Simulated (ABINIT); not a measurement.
# Beyond one shot: CsPbCl3 (Pm-3m), part 2 of 3

Aim: iterate the self-energy on CsPbCl3 (Pm-3m) and follow the gap from cycle to cycle.

ABINIT 10.8.3; PBE and many-body steps on it, plane waves. Known limits of the many-body steps: not at the basis limit; no spin-orbit coupling; coarse k mesh.

So far. Step 4 (G0W0): The gap on the mesh goes from 1.93 eV to 3.17 eV, a correction of +1.24 eV. Step 5 (QSGW, cycle 1): Against G0W0 in ABINIT (2×2×2 mesh, 158 bands, screening to 108.8 eV, Godby-Needs plasmon pole), the gap moves by +0.238 eV.

## 6. Screening, 2×2×2 mesh, 158 bands, screening to 108.8 eV

This step: RPA screening on PBE, plane waves, norm-conserving pseudopotentials.

The input, run.abi:

```
acell 3*1.0 Angstrom
rprim 
  5.605000000000 0.000000000000 0.000000000000
  0.000000000000 5.605000000000 0.000000000000
  0.000000000000 0.000000000000 5.605000000000
ntypat 3
znucl 55 82 17
natom 5
typat 1 2 3 3 3
xred 
  0.000000000000 0.000000000000 0.000000000000
  0.500000000000 0.500000000000 0.500000000000
  0.500000000000 0.500000000000 0.000000000000
  0.000000000000 0.500000000000 0.500000000000
  0.500000000000 0.000000000000 0.500000000000
pp_dirpath "pseudos"
pseudos "Cs.upf, Pb.upf, Cl.upf"
ecut 32
ngkpt 2 2 2
nshiftk 1
shiftk 0 0 0
kptopt 1
chksymbreak 0
istwfk *1
occopt 1
irdwfk 1
optdriver 3
nband 158
ecuteps 4
inclvkb 2
awtr 1
symchi 1
gwcalctyp 28
mbpt_sciss 1.702 eV
nqptdm 1
qptdm 
  0 0 0
indata_prefix "in"
outdata_prefix "out"
tmpdata_prefix "tmp"
```

Run with:

```sh
$ OMP_NUM_THREADS=1 mpirun -n 8 abinit run.abi > log
```

Log:

```text
.Version 10.8.3 of ABINIT. v10.8.2 released Aug 2026.

 Symmetries : space group Pm -3 m (#221); Bravais cP (primitive cubic)
[... echo of the input left out ...]
== DATASET  1 ==================================================================
-   mpi_nproc: 8, omp_nthreads: 1 (-1 if OMP is not activated)

--- !DatasetInfo
iteration_state: {dtset: 1, }
dimensions: {natom: 5, nkpt: 4, mband: 158, nsppol: 1, nspinor: 1, nspden: 1, mpw: 10280, }
cutoff_energies: {ecut:  32.0, pawecutdg:  -1.0, }
electrons: {nelect:   5.20000000E+01, charge:   0.00000000E+00, occopt:   1.00000000E+00, tsmear:   1.00000000E-02, }

 SCREENING: Calculation of the susceptibility and dielectric matrices

 Based on a program developped by R.W. Godby, V. Olevano, G. Onida, and L. Reining.
 Incorporated in ABINIT by V. Olevano, G.-M. Rignanese, and M. Torrent.
.Using double precision arithmetic ; gwpc =  8

[... cell and pseudopotentials left out ...]
--------------------------------------------------------------------------------

 ==== K-mesh for the wavefunctions ====
 Number of points in the irreducible wedge :     4
[... list of points left out ...]
 Together with 48 symmetry operations and time-reversal symmetry
 yields     8 points in the full Brillouin Zone.

 ==== Q-mesh for the screening function ====
 Number of points in the irreducible wedge :     4
[... list of points left out ...]
 Together with 48 symmetry operations and time-reversal symmetry
 yields     8 points in the full Brillouin Zone.

 setmesh: FFT mesh size selected  =    40x   40x   40
          total number of points  =        64000

 vcoul_init : cutoff-mode = AUXILIARY_FUNCTION
 q-points for optical limit:   1
     1)      0.000010    0.000020    0.000030

 Dielectric matrix will be calculated only for some
 selected q points provided by the user through the input variables
 nqptdm and qptdm

- screening: taking advantage of time-reversal symmetry
- Maximum band index for partially occupied states nbvw = 26
- Remaining bands to be divided among processors   nbcw = 132
- Number of bands treated by each node ~16

 rdqps: reading QP wavefunctions of the previous step
        looking for file in_QPS
 file not found, 1st iteration initialized with KS eigenelements

 screening : performing a first self-consistency
 update of the energies in W by a scissor operator
 applying a scissor operator of [eV] :   1.702

 Number of electrons calculated from density =   52.0000; Expected =   52.0000
 average of density, n =  0.043760
 r_s =    1.7604
 omega_plasma =   20.1788 [eV]

 calculating chi0 at frequencies [eV] :
  1    0.000000E+00    0.000000E+00
  2    0.000000E+00    2.017881E+01

--------------------------------------------------------------------------------
  q-point number  1        q = ( 0.000000, 0.000000, 0.000000) [r.l.u.]
--------------------------------------------------------------------------------
[... chi0 elements left out ...]
 For q-point:  0.000010 0.000020 0.000030
  dielectric constant =   5.2581
  dielectric constant without local fields =   5.8822

  Average fulfillment of the sum rule on Im[epsilon] for q-point    1 :     65.46  [%]
[... wings left out ...]
== END DATASET(S) ==============================================================
================================================================================

 -outvars: echo values of variables after computation  --------
           etotal      0.0000000000E+00
            nband         158
             nkpt           4
          spgroup         221
 [... the other variables as echoed above ...]

 Calculation completed.
```

Wall time 32 s (8 MPI ranks of Intel Xeon Platinum 8259CL at 2.50GHz (Skylake/Cascade Lake), shared host); peak memory 3.2 GiB; 4.3 min of CPU time.

This step gave:

- ε∞ with local fields, on this mesh, along the program's q direction: 5.258
- the same without local fields: 5.882
- plasma frequency: 20.18 eV
- plane waves in the screening matrix: 461

This screening uses the functional's bands under a rigid shift, the mean opening of the cycle before.

## 7. Screening, 2×2×2 mesh, 158 bands, screening to 108.8 eV

This step: RPA screening on PBE from quasiparticle energies and orbitals, plane waves, norm-conserving pseudopotentials.

Edit run.abi of step 6 so:

```diff
@@ -32,7 +32,9 @@
 symchi 1
+irdqps 1
 gwcalctyp 28
-mbpt_sciss 1.702 eV
-nqptdm 1
+nqptdm 3
 qptdm 
-  0 0 0
+  0.5000000000 0.0000000000 0.0000000000
+  0.5000000000 0.5000000000 0.0000000000
+  0.5000000000 0.5000000000 0.5000000000
 indata_prefix "in"
```

The input, mrgscr.stdin:

```
2
merged
q0_SCR
out_SCR
1
```

Run with:

```sh
$ OMP_NUM_THREADS=1 mpirun -n 8 abinit run.abi > log; mrgscr < mrgscr.stdin
```

Log:

```text
.Version 10.8.3 of ABINIT. v10.8.2 released Aug 2026.

 Symmetries : space group Pm -3 m (#221); Bravais cP (primitive cubic)
[... echo of the input left out ...]
== DATASET  1 ==================================================================
-   mpi_nproc: 8, omp_nthreads: 1 (-1 if OMP is not activated)

--- !DatasetInfo
iteration_state: {dtset: 1, }
dimensions: {natom: 5, nkpt: 4, mband: 158, nsppol: 1, nspinor: 1, nspden: 1, mpw: 10280, }
cutoff_energies: {ecut:  32.0, pawecutdg:  -1.0, }
[...]
q-point number  1        q = ( 0.500000, 0.000000, 0.000000) [r.l.u.]
--------------------------------------------------------------------------------
[... chi0 elements left out ...]
  Average fulfillment of the sum rule on Im[epsilon] for q-point    2 :     76.11  [%]

--------------------------------------------------------------------------------
  q-point number  2        q = ( 0.500000, 0.500000, 0.000000) [r.l.u.]
--------------------------------------------------------------------------------
[... chi0 elements left out ...]
  Average fulfillment of the sum rule on Im[epsilon] for q-point    3 :     73.68  [%]

 [... 1 further q-points ...]
```

The job ended after 26 s (8 MPI ranks; peak memory 2.5 GiB).

This step gave:

```
plasma frequency                    : 20.18 eV
plane waves in the screening matrix : 461
```

This screening reads the quasiparticle levels of the cycle before.

## 8. QSGW, cycle 2

The corrected levels of the last cycle go back in.

This step: QSGW on PBE, plane waves, norm-conserving pseudopotentials.

Edit run.abi of step 7 so:

```diff
@@ -26,12 +26,10 @@
 irdwfk 1
-optdriver 3
+optdriver 4
 nband 158
-ecuteps 4
-inclvkb 2
-awtr 1
-symchi 1
-irdqps 1
 gwcalctyp 28
-nqptdm 3
-qptdm 
+ecutsigx 32
+symsigma 0
+nkptgw 4
+kptgw 
+  0.0000000000 0.0000000000 0.0000000000
   0.5000000000 0.0000000000 0.0000000000
@@ -39,2 +37,12 @@
   0.5000000000 0.5000000000 0.5000000000
+bdgw 
+  14 63
+  14 63
+  14 63
+  14 63
+ecuteps 4
+irdscr 1
+ppmodel 1
+irdqps 1
+rhoqpmix 0.3
 indata_prefix "in"
```

Run with:

```sh
$ OMP_NUM_THREADS=1 mpirun -n 8 abinit run.abi > log
```

Log:

```text
.Version 10.8.3 of ABINIT. v10.8.2 released Aug 2026.

 Symmetries : space group Pm -3 m (#221); Bravais cP (primitive cubic)
[... echo of the input left out ...]
== DATASET  1 ==================================================================
-   mpi_nproc: 8, omp_nthreads: 1 (-1 if OMP is not activated)

--- !DatasetInfo
iteration_state: {dtset: 1, }
dimensions: {natom: 5, nkpt: 4, mband: 158, nsppol: 1, nspinor: 1, nspden: 1, mpw: 10280, }
cutoff_energies: {ecut:  32.0, pawecutdg:  -1.0, }
[...]
.  kptgw no:  2; Maximum DeltaE = (   0.160  -0.000) for band index: 39
.  kptgw no:  3; Maximum DeltaE = (   0.164   0.000) for band index: 35
.  kptgw no:  4; Maximum DeltaE = (   0.148   0.000) for band index: 30

== END DATASET(S) ==============================================================
================================================================================

 -outvars: echo values of variables after computation  --------
           etotal      0.0000000000E+00
            nband         158
             nkpt           4
          spgroup         221
 [... the other variables as echoed above ...]

 Calculation completed.
```

Wall time 5 min (8 MPI ranks); peak memory 7 GiB.

Numbers from this step:

```
quasiparticle gap on the mesh                         : 3.693 eV
gap of the density functional on the mesh             : 1.932 eV
k of the valence top                                  : 0.5, 0.5, 0.5
k of the conduction bottom                            : 0.5, 0.5, 0.5
least direct quasiparticle gap on the computed points : 3.693 eV
```

Against the cycle before, the gap moves by +0.286 eV.

## 9. Screening, 2×2×2 mesh, 158 bands, screening to 108.8 eV

This step: RPA screening on PBE, plane waves, norm-conserving pseudopotentials.

Edit run.abi of step 8 so:

```diff
@@ -26,23 +26,13 @@
 irdwfk 1
-optdriver 4
+optdriver 3
 nband 158
+ecuteps 4
+inclvkb 2
+awtr 1
+symchi 1
 gwcalctyp 28
-ecutsigx 32
-symsigma 0
-nkptgw 4
-kptgw 
-  0.0000000000 0.0000000000 0.0000000000
-  0.5000000000 0.0000000000 0.0000000000
-  0.5000000000 0.5000000000 0.0000000000
-  0.5000000000 0.5000000000 0.5000000000
-bdgw 
-  14 63
-  14 63
-  14 63
-  14 63
-ecuteps 4
-irdscr 1
-ppmodel 1
-irdqps 1
-rhoqpmix 0.3
+mbpt_sciss 2.004 eV
+nqptdm 1
+qptdm 
+  0 0 0
 indata_prefix "in"
```

Log:

```text
.Version 10.8.3 of ABINIT. v10.8.2 released Aug 2026.

 Symmetries : space group Pm -3 m (#221); Bravais cP (primitive cubic)
[... echo of the input left out ...]
== DATASET  1 ==================================================================
-   mpi_nproc: 8, omp_nthreads: 1 (-1 if OMP is not activated)

--- !DatasetInfo
iteration_state: {dtset: 1, }
dimensions: {natom: 5, nkpt: 4, mband: 158, nsppol: 1, nspinor: 1, nspden: 1, mpw: 10280, }
cutoff_energies: {ecut:  32.0, pawecutdg:  -1.0, }
[...]
[... chi0 elements left out ...]
 For q-point:  0.000010 0.000020 0.000030
  dielectric constant =   5.0497
  dielectric constant without local fields =   5.6379

  Average fulfillment of the sum rule on Im[epsilon] for q-point    1 :     66.27  [%]
[... wings left out ...]
== END DATASET(S) ==============================================================
================================================================================

 -outvars: echo values of variables after computation  --------
           etotal      0.0000000000E+00
            nband         158
             nkpt           4
          spgroup         221
 [... the other variables as echoed above ...]

 Calculation completed.
```

The job ended after 32 s (8 MPI ranks; peak memory 3.2 GiB).

This step gave:

- ε∞ with local fields, on this mesh, along the program's q direction: 5.050
- the same without local fields: 5.638
- plasma frequency: 20.18 eV
- plane waves in the screening matrix: 461

This screening uses the functional's bands under a rigid shift, the mean opening of the cycle before.

## 10. Screening, 2×2×2 mesh, 158 bands, screening to 108.8 eV

This step: RPA screening on PBE from quasiparticle energies and orbitals, plane waves, norm-conserving pseudopotentials.

Edit run.abi of step 9 so:

```diff
@@ -32,7 +32,9 @@
 symchi 1
+irdqps 1
 gwcalctyp 28
-mbpt_sciss 2.004 eV
-nqptdm 1
+nqptdm 3
 qptdm 
-  0 0 0
+  0.5000000000 0.0000000000 0.0000000000
+  0.5000000000 0.5000000000 0.0000000000
+  0.5000000000 0.5000000000 0.5000000000
 indata_prefix "in"
```

mrgscr.stdin is that of step 7.

Run with:

```sh
$ OMP_NUM_THREADS=1 mpirun -n 8 abinit run.abi > log; mrgscr < mrgscr.stdin
```

Log:

```text
.Version 10.8.3 of ABINIT. v10.8.2 released Aug 2026.

 Symmetries : space group Pm -3 m (#221); Bravais cP (primitive cubic)
[... echo of the input left out ...]
== DATASET  1 ==================================================================
-   mpi_nproc: 8, omp_nthreads: 1 (-1 if OMP is not activated)

--- !DatasetInfo
iteration_state: {dtset: 1, }
dimensions: {natom: 5, nkpt: 4, mband: 158, nsppol: 1, nspinor: 1, nspden: 1, mpw: 10280, }
cutoff_energies: {ecut:  32.0, pawecutdg:  -1.0, }
[...]
q-point number  1        q = ( 0.500000, 0.000000, 0.000000) [r.l.u.]
--------------------------------------------------------------------------------
[... chi0 elements left out ...]
  Average fulfillment of the sum rule on Im[epsilon] for q-point    2 :     76.71  [%]

--------------------------------------------------------------------------------
  q-point number  2        q = ( 0.500000, 0.500000, 0.000000) [r.l.u.]
--------------------------------------------------------------------------------
[... chi0 elements left out ...]
  Average fulfillment of the sum rule on Im[epsilon] for q-point    3 :     74.23  [%]

 [... 1 further q-points ...]
```

It took 28 s on 8 MPI ranks; peak memory 2.5 GiB.

This step gave:

* plasma frequency: 20.18 eV
* plane waves in the screening matrix: 461

This screening reads the quasiparticle levels of the cycle before.

## 11. QSGW, cycle 3

This step: QSGW on PBE, plane waves, norm-conserving pseudopotentials.

Edit run.abi of step 10 so:

```diff
@@ -26,12 +26,10 @@
 irdwfk 1
-optdriver 3
+optdriver 4
 nband 158
-ecuteps 4
-inclvkb 2
-awtr 1
-symchi 1
-irdqps 1
 gwcalctyp 28
-nqptdm 3
-qptdm 
+ecutsigx 32
+symsigma 0
+nkptgw 4
+kptgw 
+  0.0000000000 0.0000000000 0.0000000000
   0.5000000000 0.0000000000 0.0000000000
@@ -39,2 +37,12 @@
   0.5000000000 0.5000000000 0.5000000000
+bdgw 
+  14 63
+  14 63
+  14 63
+  14 63
+ecuteps 4
+irdscr 1
+ppmodel 1
+irdqps 1
+rhoqpmix 0.3
 indata_prefix "in"
```

Run with:

```sh
$ OMP_NUM_THREADS=1 mpirun -n 8 abinit run.abi > log
```

Log:

```text
.Version 10.8.3 of ABINIT. v10.8.2 released Aug 2026.

 Symmetries : space group Pm -3 m (#221); Bravais cP (primitive cubic)
[... echo of the input left out ...]
== DATASET  1 ==================================================================
-   mpi_nproc: 8, omp_nthreads: 1 (-1 if OMP is not activated)

--- !DatasetInfo
iteration_state: {dtset: 1, }
dimensions: {natom: 5, nkpt: 4, mband: 158, nsppol: 1, nspinor: 1, nspden: 1, mpw: 10280, }
cutoff_energies: {ecut:  32.0, pawecutdg:  -1.0, }
[...]
.  kptgw no:  2; Maximum DeltaE = (   0.035  -0.005) for band index: 50
.  kptgw no:  3; Maximum DeltaE = (   0.040  -0.002) for band index: 49
.  kptgw no:  4; Maximum DeltaE = (   0.032  -0.003) for band index:  1

== END DATASET(S) ==============================================================
================================================================================

 -outvars: echo values of variables after computation  --------
           etotal      0.0000000000E+00
            nband         158
             nkpt           4
          spgroup         221
 [... the other variables as echoed above ...]

 Calculation completed.
```

Elapsed: 5.1 min, on 8 MPI ranks; peak memory 7 GiB; 41 min of CPU time.

Numbers from this step:

```
quasiparticle gap on the mesh                         : 3.794 eV
gap of the density functional on the mesh             : 1.932 eV
k of the valence top                                  : 0.5, 0.5, 0.5
k of the conduction bottom                            : 0.5, 0.5, 0.5
least direct quasiparticle gap on the computed points : 3.794 eV
```

Against the cycle before, the gap moves by +0.101 eV.

## 12. Screening, 2×2×2 mesh, 158 bands, screening to 108.8 eV

This step: RPA screening on PBE, plane waves, norm-conserving pseudopotentials.

Edit run.abi of step 11 so:

```diff
@@ -26,23 +26,13 @@
 irdwfk 1
-optdriver 4
+optdriver 3
 nband 158
+ecuteps 4
+inclvkb 2
+awtr 1
+symchi 1
 gwcalctyp 28
-ecutsigx 32
-symsigma 0
-nkptgw 4
-kptgw 
-  0.0000000000 0.0000000000 0.0000000000
-  0.5000000000 0.0000000000 0.0000000000
-  0.5000000000 0.5000000000 0.0000000000
-  0.5000000000 0.5000000000 0.5000000000
-bdgw 
-  14 63
-  14 63
-  14 63
-  14 63
-ecuteps 4
-irdscr 1
-ppmodel 1
-irdqps 1
-rhoqpmix 0.3
+mbpt_sciss 2.103 eV
+nqptdm 1
+qptdm 
+  0 0 0
 indata_prefix "in"
```

Log:

```text
.Version 10.8.3 of ABINIT. v10.8.2 released Aug 2026.

 Symmetries : space group Pm -3 m (#221); Bravais cP (primitive cubic)
[... echo of the input left out ...]
== DATASET  1 ==================================================================
-   mpi_nproc: 8, omp_nthreads: 1 (-1 if OMP is not activated)

--- !DatasetInfo
iteration_state: {dtset: 1, }
dimensions: {natom: 5, nkpt: 4, mband: 158, nsppol: 1, nspinor: 1, nspden: 1, mpw: 10280, }
cutoff_energies: {ecut:  32.0, pawecutdg:  -1.0, }
[...]
[... chi0 elements left out ...]
 For q-point:  0.000010 0.000020 0.000030
  dielectric constant =   4.9865
  dielectric constant without local fields =   5.5639

  Average fulfillment of the sum rule on Im[epsilon] for q-point    1 :     66.53  [%]
[... wings left out ...]
== END DATASET(S) ==============================================================
================================================================================

 -outvars: echo values of variables after computation  --------
           etotal      0.0000000000E+00
            nband         158
             nkpt           4
          spgroup         221
 [... the other variables as echoed above ...]

 Calculation completed.
```

The job ended after 35 s (8 MPI ranks; peak memory 3.1 GiB; 4.6 min of CPU time).

Numbers from this step:

```yaml
eps_infinity_with_local_fields_on_this_mesh_along_the_program_s_q_direction: 4.987
the_same_without_local_fields: 5.564
plasma_frequency: 20.18 eV
plane_waves_in_the_screening_matrix: 461
```

This screening uses the functional's bands under a rigid shift, the mean opening of the cycle before.

## 13. Screening, 2×2×2 mesh, 158 bands, screening to 108.8 eV

This step: RPA screening on PBE from quasiparticle energies and orbitals, plane waves, norm-conserving pseudopotentials.

Edit run.abi of step 12 so:

```diff
@@ -32,7 +32,9 @@
 symchi 1
+irdqps 1
 gwcalctyp 28
-mbpt_sciss 2.103 eV
-nqptdm 1
+nqptdm 3
 qptdm 
-  0 0 0
+  0.5000000000 0.0000000000 0.0000000000
+  0.5000000000 0.5000000000 0.0000000000
+  0.5000000000 0.5000000000 0.5000000000
 indata_prefix "in"
```

mrgscr.stdin is that of step 10.

Run with:

```sh
$ OMP_NUM_THREADS=1 mpirun -n 8 abinit run.abi > log; mrgscr < mrgscr.stdin
```

Log:

```text
.Version 10.8.3 of ABINIT. v10.8.2 released Aug 2026.

 Symmetries : space group Pm -3 m (#221); Bravais cP (primitive cubic)
[... echo of the input left out ...]
== DATASET  1 ==================================================================
-   mpi_nproc: 8, omp_nthreads: 1 (-1 if OMP is not activated)

--- !DatasetInfo
iteration_state: {dtset: 1, }
dimensions: {natom: 5, nkpt: 4, mband: 158, nsppol: 1, nspinor: 1, nspden: 1, mpw: 10280, }
cutoff_energies: {ecut:  32.0, pawecutdg:  -1.0, }
[...]
q-point number  1        q = ( 0.500000, 0.000000, 0.000000) [r.l.u.]
--------------------------------------------------------------------------------
[... chi0 elements left out ...]
  Average fulfillment of the sum rule on Im[epsilon] for q-point    2 :     76.87  [%]

--------------------------------------------------------------------------------
  q-point number  2        q = ( 0.500000, 0.500000, 0.000000) [r.l.u.]
--------------------------------------------------------------------------------
[... chi0 elements left out ...]
  Average fulfillment of the sum rule on Im[epsilon] for q-point    3 :     74.38  [%]

 [... 1 further q-points ...]
```

The job ended after 31 s (8 MPI ranks; peak memory 2.5 GiB).

This step gave:

```yaml
plasma_frequency: 20.18 eV
plane_waves_in_the_screening_matrix: 461
```

This screening reads the quasiparticle levels of the cycle before.

(Part 2 of 3 ends here.)

[Paths, hosts, dates, memory and timing lines, banners, echoed tables and standing remarks are left out of the program output.]

[Logs are printed without paths, hosts, clocks, repeated set-up lines and the standing remarks that a program may print on its own settings, such as how far it seeks lower states.]

[Runs of the session that timed out or met a known fault of the program may be left out.]

[Hosts, paths, dates, database ids (printed as entryN), source tags and the programs' standing remarks are cut or masked in the printed files.]

[G0W0 gaps are taken among the corrected bands and points alone; a level outside them can change the order at an edge.]

[Where Ansatz stands beside ABINIT at settings called matched, ABINIT's density can come from a denser mesh and the files from another edition; pairs whose starting gaps differed by over 0.03 eV were left out, so agreement reads better than it is.]
